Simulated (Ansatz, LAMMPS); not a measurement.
**amorphous Si (114 atoms): close-ups with forces and charges**

Density of this cell: 2.27 g/cm³. The cell holds 114 atoms: 114 Si. Its edges and angles: a = 13.280 Å, b = 13.280 Å, c = 13.280 Å, α = 90.0°, β = 90.0°, γ = 90.0°. 114 atoms (114 Si) placed at random at 2.27 g/cm³, melted at 3500 K for 10 ps at fixed volume with the Tersoff potential (Tersoff, Phys. Rev. B 39, 5566 (1989)). Quenched from 3500 K to 700 K at 10 K/ps and fixed volume, annealed at 1200 K for 20 ps, held 5 ps.

Method: Kohn-Sham DFT, PBE, PAW (set soft_2), plane waves (Ansatz 0.2.0; cutoff 420 eV, Γ point, fermi-dirac smearing of 0.05 eV), at the geometry as built.

The whole cell was solved; only parts of it are printed.

A closer look about Si58, which has 5 bonded neighbours where the commonest count for Si is 4: 23 atoms, nearest first, numbered in the order of the input, with positions taken from that point.

| atom | x | y | z | distance (Å) | bonds | Löwdin charge (e) | Fx | Fy | Fz (eV/Å) |
| --- | --- | --- | --- | --- | --- | --- | --- | --- | --- |
| Si58 | 0.00 | 0.00 | 0.00 | 0.00 | 5 | 0.05 | 0.12 | 0.42 | 0.65 |
| Si63 | -1.98 | -1.32 | -0.64 | 2.46 | 4 | 0.06 | 1.11 | -1.07 | -0.06 |
| Si31 | -0.73 | 1.47 | 1.92 | 2.53 | 4 | 0.00 | 0.42 | -0.41 | -0.32 |
| Si21 | 2.04 | 1.44 | -0.61 | 2.57 | 4 | 0.06 | 0.09 | 0.40 | 0.09 |
| Si66 | 0.86 | -1.80 | 1.71 | 2.63 | 5 | 0.09 | -0.10 | 0.39 | -0.66 |
| Si93 | 1.15 | -2.35 | -0.66 | 2.70 | 6 | 0.10 | 0.24 | -0.29 | -0.56 |
| Si6 | -2.69 | -1.94 | 1.48 | 3.64 | 4 | 0.06 | -0.05 | 0.90 | -0.09 |
| Si33 | 1.40 | 1.29 | 3.14 | 3.67 | 4 | 0.08 | 0.32 | -0.02 | -1.12 |
| Si73 | -2.79 | 0.33 | 2.42 | 3.71 | 4 | 0.06 | 1.23 | -0.79 | 0.71 |
| Si46 | -0.63 | 0.97 | -3.69 | 3.87 | 3 | -0.05 | -0.32 | 0.11 | 0.31 |
| Si56 | 2.55 | -1.59 | -2.60 | 3.98 | 4 | 0.08 | -1.06 | -0.32 | 0.81 |
| Si16 | 0.61 | -1.02 | -3.83 | 4.01 | 4 | 0.04 | 0.67 | 1.13 | 0.21 |
| Si34 | 2.97 | 2.22 | 1.54 | 4.01 | 4 | -0.01 | -0.86 | -0.61 | -0.75 |
| Si67 | -1.09 | -3.51 | -1.62 | 4.02 | 5 | 0.06 | 0.12 | 1.65 | 0.25 |
| Si5 | -0.97 | -3.00 | 2.58 | 4.07 | 4 | 0.08 | 0.14 | -1.19 | -1.37 |
| Si69 | 3.63 | 0.32 | -1.98 | 4.15 | 4 | 0.05 | 0.38 | -0.34 | 0.84 |
| Si86 | -3.70 | -0.54 | -1.97 | 4.23 | 4 | 0.06 | 0.57 | 0.47 | -0.33 |
| Si100 | 1.97 | -1.05 | 3.64 | 4.26 | 5 | 0.05 | 0.06 | -0.15 | 0.53 |
| Si29 | -0.61 | 3.87 | 1.92 | 4.36 | 4 | 0.06 | 0.43 | -0.75 | -1.48 |
| Si85 | 2.78 | -3.49 | 1.00 | 4.57 | 5 | 0.07 | 0.06 | 0.20 | -1.18 |
| Si45 | 2.29 | 3.57 | -1.81 | 4.61 | 4 | 0.06 | -0.23 | -0.04 | -0.54 |
| Si24 | -1.25 | 4.46 | -0.28 | 4.64 | 4 | 0.06 | 0.32 | 0.57 | 0.70 |
| Si60 | -4.46 | 1.28 | -0.67 | 4.69 | 4 | 0.07 | -0.03 | 1.18 | -1.87 |

The column of bonds counts only the pairs Si-Si within 2.88 Å; other neighbours, such as metal atoms beside each other in a compound, aren't counted, and periodic images can show an atom twice.

The surroundings of Si60, which bears the longest force, nearest first, numbered as they follow in the input and with coordinates relative to it.

| atom | x | y | z | distance (Å) | bonds | Löwdin charge (e) | Fx | Fy | Fz (eV/Å) |
| --- | --- | --- | --- | --- | --- | --- | --- | --- | --- |
| Si60 | 0.00 | 0.00 | 0.00 | 0.00 | 4 | 0.07 | -0.03 | 1.18 | -1.87 |
| Si28 | -0.32 | -0.75 | 2.05 | 2.21 | 4 | 0.07 | -0.65 | -0.89 | 1.02 |
| Si86 | 0.76 | -1.82 | -1.30 | 2.36 | 4 | 0.06 | 0.57 | 0.47 | -0.33 |
| Si41 | 1.13 | 2.17 | 0.25 | 2.46 | 4 | 0.02 | -1.21 | -0.45 | -1.30 |
| Si80 | -2.17 | 0.55 | -1.03 | 2.47 | 4 | 0.03 | 0.61 | -0.33 | -0.05 |
| Si43 | -0.97 | 3.16 | 1.11 | 3.48 | 5 | 0.08 | 0.04 | 0.81 | 0.53 |
| Si72 | 0.66 | 2.67 | -2.19 | 3.51 | 4 | 0.04 | 0.75 | -0.27 | 0.16 |
| Si70 | -3.33 | -1.21 | 0.19 | 3.55 | 4 | 0.05 | -0.69 | 0.11 | 0.11 |
| Si63 | 2.48 | -2.60 | 0.03 | 3.60 | 4 | 0.06 | 1.11 | -1.07 | -0.06 |
| Si73 | 1.67 | -0.95 | 3.09 | 3.64 | 4 | 0.06 | 1.23 | -0.79 | 0.71 |
| Si102 | -2.11 | 0.25 | 3.01 | 3.69 | 4 | 0.03 | -0.80 | 0.43 | 0.31 |
| Si87 | -1.16 | -3.06 | -1.74 | 3.70 | 4 | 0.02 | -0.35 | -0.12 | 1.08 |
| Si61 | -0.55 | -3.17 | 2.16 | 3.87 | 4 | 0.02 | -0.66 | -0.09 | -0.17 |
| Si42 | -2.61 | 2.82 | -0.52 | 3.88 | 4 | 0.07 | -0.19 | 0.02 | -0.69 |
| Si4 | 0.27 | 0.82 | -3.79 | 3.88 | 4 | 0.04 | -0.14 | -0.04 | 0.37 |
| Si55 | 1.59 | -1.13 | -3.41 | 3.93 | 4 | 0.04 | 0.85 | 0.55 | 0.35 |
| Si104 | -2.19 | -3.26 | 0.41 | 3.95 | 4 | 0.04 | 0.24 | 0.67 | -0.29 |
| Si25 | -2.22 | 0.32 | -3.47 | 4.14 | 5 | 0.01 | 0.46 | -0.62 | 0.66 |
| Si6 | 1.77 | -3.23 | 2.15 | 4.26 | 4 | 0.06 | -0.05 | 0.90 | -0.09 |
| Si24 | 3.21 | 3.18 | 0.39 | 4.53 | 4 | 0.06 | 0.32 | 0.57 | 0.70 |
| Si31 | 3.73 | 0.19 | 2.59 | 4.55 | 4 | 0.00 | 0.42 | -0.41 | -0.32 |
| Si114 | -2.72 | 2.51 | 2.73 | 4.60 | 4 | 0.08 | 0.34 | 0.75 | 0.04 |

The column of bonds counts only the pairs Si-Si within 2.88 Å; other neighbours, such as metal atoms beside each other in a compound, aren't counted, and periodic images can show an atom twice.

The surroundings of Si46, whose charge lies farthest from its element's mean, nearest first, numbered as they follow in the input and with coordinates relative to it.

| atom | x | y | z | distance (Å) | bonds | Löwdin charge (e) | Fx | Fy | Fz (eV/Å) |
| --- | --- | --- | --- | --- | --- | --- | --- | --- | --- |
| Si46 | 0.00 | 0.00 | 0.00 | 0.00 | 3 | -0.05 | -0.32 | 0.11 | 0.31 |
| Si16 | 1.24 | -2.00 | -0.14 | 2.36 | 4 | 0.04 | 0.67 | 1.13 | 0.21 |
| Si55 | -2.24 | -0.82 | -0.40 | 2.42 | 4 | 0.04 | 0.85 | 0.55 | 0.35 |
| Si18 | 1.11 | 1.67 | -1.39 | 2.44 | 4 | 0.04 | -0.08 | -1.78 | -0.35 |
| Si111 | 0.43 | 3.69 | -0.67 | 3.77 | 4 | 0.07 | 1.12 | 1.01 | 0.53 |
| Si50 | -0.15 | -3.77 | -0.29 | 3.79 | 4 | 0.08 | -0.11 | -0.94 | 0.92 |
| Si4 | -3.56 | 1.13 | -0.77 | 3.81 | 4 | 0.04 | -0.14 | -0.04 | 0.37 |
| Si86 | -3.07 | -1.51 | 1.72 | 3.83 | 4 | 0.06 | 0.57 | 0.47 | -0.33 |
| Si88 | 3.28 | 1.94 | -0.45 | 3.83 | 4 | 0.02 | -0.69 | -0.19 | 0.93 |
| Si79 | 2.29 | -2.17 | -2.23 | 3.86 | 4 | 0.05 | 0.35 | 0.89 | -0.27 |
| Si58 | 0.63 | -0.97 | 3.69 | 3.87 | 5 | 0.05 | 0.12 | 0.42 | 0.65 |
| Si26 | -1.98 | -2.92 | -1.71 | 3.92 | 5 | 0.01 | 0.21 | -0.36 | -0.20 |
| Si3 | 0.70 | 0.97 | -3.73 | 3.92 | 4 | 0.06 | -0.02 | 0.40 | 0.53 |
| Si63 | -1.35 | -2.29 | 3.05 | 4.05 | 4 | 0.06 | 1.11 | -1.07 | -0.06 |
| Si21 | 2.67 | 0.47 | 3.08 | 4.10 | 4 | 0.06 | 0.09 | 0.40 | 0.09 |
| Si56 | 3.19 | -2.56 | 1.09 | 4.23 | 4 | 0.08 | -1.06 | -0.32 | 0.81 |
| Si45 | 2.92 | 2.59 | 1.88 | 4.34 | 4 | 0.06 | -0.23 | -0.04 | -0.54 |
| Si72 | -3.17 | 2.98 | 0.83 | 4.43 | 4 | 0.04 | 0.75 | -0.27 | 0.16 |
| Si35 | 1.09 | -1.40 | -4.09 | 4.46 | 4 | 0.03 | -0.36 | 0.28 | 0.28 |
| Si19 | 0.98 | 4.02 | 1.71 | 4.48 | 4 | 0.05 | 0.59 | 0.04 | -0.59 |
| Si23 | -1.08 | -2.32 | -3.82 | 4.60 | 4 | 0.06 | 1.07 | -0.88 | 0.01 |
| Si69 | 4.26 | -0.65 | 1.71 | 4.64 | 4 | 0.05 | 0.38 | -0.34 | 0.84 |
| Si48 | -1.70 | 4.31 | -0.64 | 4.67 | 4 | 0.06 | -1.85 | 0.49 | -0.56 |
| Si89 | -1.65 | 1.07 | -4.37 | 4.79 | 4 | 0.04 | 0.21 | 0.90 | -0.18 |
| Si2 | -3.24 | 2.00 | -2.92 | 4.80 | 4 | 0.03 | 0.64 | 0.63 | 0.04 |
| Si51 | 4.80 | 0.23 | -0.36 | 4.82 | 4 | 0.02 | 0.09 | -0.04 | 0.14 |
| Si93 | 1.78 | -3.32 | 3.03 | 4.84 | 6 | 0.10 | 0.24 | -0.29 | -0.56 |
| Si60 | -3.83 | 0.31 | 3.02 | 4.89 | 4 | 0.07 | -0.03 | 1.18 | -1.87 |
| Si41 | -2.70 | 2.48 | 3.27 | 4.91 | 4 | 0.02 | -1.21 | -0.45 | -1.30 |
| Si24 | -0.62 | 3.49 | 3.41 | 4.91 | 4 | 0.06 | 0.32 | 0.57 | 0.70 |
| Si67 | -0.46 | -4.48 | 2.07 | 4.95 | 5 | 0.06 | 0.12 | 1.65 | 0.25 |
| Si113 | 4.39 | -0.94 | -2.31 | 5.05 | 4 | 0.04 | -0.54 | -0.48 | 0.21 |
| Si15 | 2.44 | -4.45 | -1.69 | 5.34 | 4 | 0.09 | 0.05 | -0.26 | 0.58 |
| Si82 | -4.29 | -2.86 | -2.24 | 5.62 | 4 | 0.09 | -0.59 | -0.52 | 0.18 |
| Si31 | -0.10 | 0.50 | 5.61 | 5.64 | 4 | 0.00 | 0.42 | -0.41 | -0.32 |
| Si27 | -2.63 | -1.09 | -4.89 | 5.66 | 4 | 0.03 | -0.76 | 0.36 | -0.82 |
| Si87 | -4.99 | -2.75 | 1.28 | 5.84 | 4 | 0.02 | -0.35 | -0.12 | 1.08 |
| Si8 | 4.58 | 3.23 | -1.78 | 5.88 | 4 | 0.07 | 0.44 | 0.46 | -0.54 |
| Si108 | 4.36 | -4.10 | -0.19 | 5.98 | 4 | 0.05 | -0.68 | 0.02 | -0.43 |
| Si112 | 2.35 | 2.15 | -5.07 | 5.99 | 4 | 0.01 | -0.10 | 0.30 | 0.91 |
| Si91 | 1.77 | 5.49 | -1.72 | 6.02 | 4 | 0.09 | -0.14 | -0.87 | -0.08 |
| Si109 | -3.08 | 4.39 | -2.83 | 6.06 | 5 | -0.03 | 1.08 | -0.87 | 0.89 |
| Si25 | -6.05 | 0.63 | -0.46 | 6.10 | 5 | 0.01 | 0.46 | -0.62 | 0.66 |
| Si12 | 0.93 | -6.04 | -0.39 | 6.13 | 5 | 0.04 | -0.28 | 0.17 | 0.23 |
| Si14 | -5.76 | -1.94 | -0.73 | 6.13 | 4 | 0.05 | -0.88 | 1.12 | -0.33 |
| Si66 | 1.50 | -2.77 | 5.40 | 6.25 | 5 | 0.09 | -0.10 | 0.39 | -0.66 |

The column of bonds counts only the pairs Si-Si within 2.88 Å; other neighbours, such as metal atoms beside each other in a compound, aren't counted, and periodic images can show an atom twice.

Neighbours are counted within 2.88 Å (Si-Si).

Length of the force by element and coordination:

| element | coordination | atoms | mean length of the force (eV/Å) | spread | least | most |
| --- | --- | --- | --- | --- | --- | --- |
| Si | all | 114 | 1.08 | 0.464 | 0.173 | 2.21 |
| Si | 3 | 1 | 0.454 | 0 | 0.454 | 0.454 |
| Si | 4 | 99 | 1.10 | 0.453 | 0.173 | 2.21 |
| Si | 5 | 13 | 1.02 | 0.521 | 0.402 | 2.17 |
| Si | 6 | 1 | 0.673 | 0 | 0.673 | 0.673 |

The mean of these charges, 0.047 e, is only the charge that the projection spills.

Löwdin charges by element and coordination (they lack the spilled electrons, 0.047 e an atom on average):

| element | coordination | atoms | mean charge (e) | spread | least | most |
| --- | --- | --- | --- | --- | --- | --- |
| Si | all | 114 | 0.0473 | 0.0256 | -0.0498 | 0.101 |
| Si | 3 | 1 | -0.0498 | 0 | -0.0498 | -0.0498 |
| Si | 4 | 99 | 0.0486 | 0.0221 | -0.0085 | 0.0995 |
| Si | 5 | 13 | 0.0409 | 0.0319 | -0.0296 | 0.0869 |
| Si | 6 | 1 | 0.101 | 0 | 0.101 | 0.101 |

The quench rate of 10 K/ps is many orders above laboratory rates, so the cell is likely richer in defects and strain than a real sample. The force components of 0.68 eV/Å r.m.s. hold both thermal displacement and the mismatch between the potential that made the cell and DFT. The network of bonds at the start is that of the classical potential that made the cell, and needn't be the one that DFT or experiment would give. Only the Γ point is sampled, in a cell whose shortest periodic width is 13 Å, which is coarse for a cell with partly filled levels. The Löwdin charges lack the electrons that the projection spills, 0.047 e an atom on average.

[Hosts, paths, dates, database ids (printed as entryN), source tags and the programs' standing remarks are cut or masked in the printed files.]
